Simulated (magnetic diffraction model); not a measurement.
## Solving a magnetic structure from powder neutron data: MgMn2Sn2S6

Space group P-1 (no. 2), a = 6.4860 Å, b = 6.5405 Å, c = 7.2510 Å, α = 66.26°, β = 65.05°, γ = 61.55°.

```csv
site,atom,x,y,z
2i,Sn,0.8292,0.8154,0.5368
2i,Mn,0.6233,0.6277,0.1247
2i,S,0.5742,0.1846,0.2746
2i,S,0.1911,0.9513,0.2775
2i,S,0.9791,0.5817,0.2683
1a,Mg,0,0,0
```

The compound is invented for this exercise: a known structure type with other elements, its cell scaled to their sizes and not relaxed.

Only Mn is taken to order (form factors of Mn2+); orders and moment sizes are assumed, and not adapted to the symmetry. Radiation: neutrons of λ = 2.567 Å, 3° to 50°; isotropic B of 0.53 Å² (Sn), 0.81 Å² (Mn), 0.79 Å² (S) and 0.8 Å² (Mg). The intensities are simulated: I ∝ L Σ (|F_N|² + |F_M⊥|²) for unpolarised neutrons, with F_M = 2.695 fm/μB × Σ f(s) S exp(2πi Q·r) exp(−B s²) at Q = H ± k (one set where k and −k are equivalent), only the part normal to Q counting and L = 1/(sin²θ cos θ). For collinear order S is the moment m, which repeats by lattice and centring translations R with the sign exp(−2πi k·R). Form factors are spin-only for 3d ions and dipole or tabulated for f ions, scattering lengths are Sears's of 1992, and absorption is left out. A label names one of the reflections at its angle. The strongest nuclear line in the range is 100, and lines under 0.2 are left out.

Above the ordering temperature:

```
2θ (°)     index      I
 23.28   (0 0 1)   76.9
 26.68   (0 1 0)   93.2
 27.17   (1 0 0)  100.0
 27.98   (1 1 1)   93.5
 30.31   (1 1 0)    2.9
 30.41   (1 0 1)    5.5
 30.77   (0 1 1)    2.8
 40.09  (0 1 -1)   14.4
 41.06  (1 0 -1)   15.7
 42.26   (1 1 2)   14.5
 45.32  (1 -1 0)    0.3
 46.29   (1 2 1)    0.8
 46.65   (2 1 1)    1.3
 47.11  (1 1 -1)    4.1
 47.76   (1 0 2)    7.1
 48.55   (0 1 2)    5.2
```

Below it (cell unchanged):

```csv
2θ (°),I
23.28,92.8
26.68,141.9
27.17,149.4
27.98,114.7
30.31,2.9
30.41,5.5
30.77,2.8
40.09,42.2
41.06,42.2
42.26,15.7
45.32,27.8
46.29,21.5
46.65,21.6
47.11,13.8
47.76,9.8
48.55,8.2
```

**Question.** Find the propagation vector, then choose among these models:
A. collinear moments along [001], 3.86 μB on Mn; signs + at (0.6233, 0.6277, 0.1247), + at (0.3767, 0.3723, 0.8753)
B. collinear moments along [001], 3.86 μB on Mn; signs + at (0.6233, 0.6277, 0.1247), − at (0.3767, 0.3723, 0.8753)
C. collinear moments along [010], 3.86 μB on Mn; signs + at (0.6233, 0.6277, 0.1247), − at (0.3767, 0.3723, 0.8753)
D. collinear moments along [010], 3.86 μB on Mn; signs + at (0.6233, 0.6277, 0.1247), + at (0.3767, 0.3723, 0.8753)

No line moves, and magnetic intensity falls on nuclear lines such as the one at 27.17°, so the magnetic cell equals the chemical primitive cell: k = 0.

Magnetic intensity, observed (below minus above) and for each model:

| 2θ (°) | index | observed | A | B | C | D |
| --- | --- | --- | --- | --- | --- | --- |
| 23.28 | (0 0 1) | 15.8 | 15.8 | 15.7 | 68.2 | 68.8 |
| 26.68 | (0 1 0) | 48.8 | 48.8 | 52.2 | 14.4 | 13.5 |
| 30.31 | (1 1 0) | <0.2 | <0.2 | 75.1 | 32.8 | <0.2 |
| 30.41 | (1 0 1) | <0.2 | <0.2 | 40.6 | 74.5 | <0.2 |
| 30.77 | (0 1 1) | <0.2 | <0.2 | 40.2 | 32.8 | <0.2 |
| 40.09 | (0 1 -1) | 27.8 | 27.8 | <0.2 | <0.2 | 25.5 |
| 41.06 | (1 0 -1) | 26.6 | 26.6 | <0.2 | <0.2 | 35.6 |
| 45.32 | (1 -1 0) | 27.4 | 27.4 | <0.2 | <0.2 | 20.3 |

Model A matches.

The absence at (1 1 0) is telling: the sublattices cancel there.

The structure used: k = (0 0 0), collinear moments along [001], 3.86 μB on Mn; signs + at (0.6233, 0.6277, 0.1247), + at (0.3767, 0.3723, 0.8753).

[Logs are printed without paths, hosts, clocks, repeated set-up lines and the standing remarks that a program may print on its own settings, such as how far it seeks lower states.]
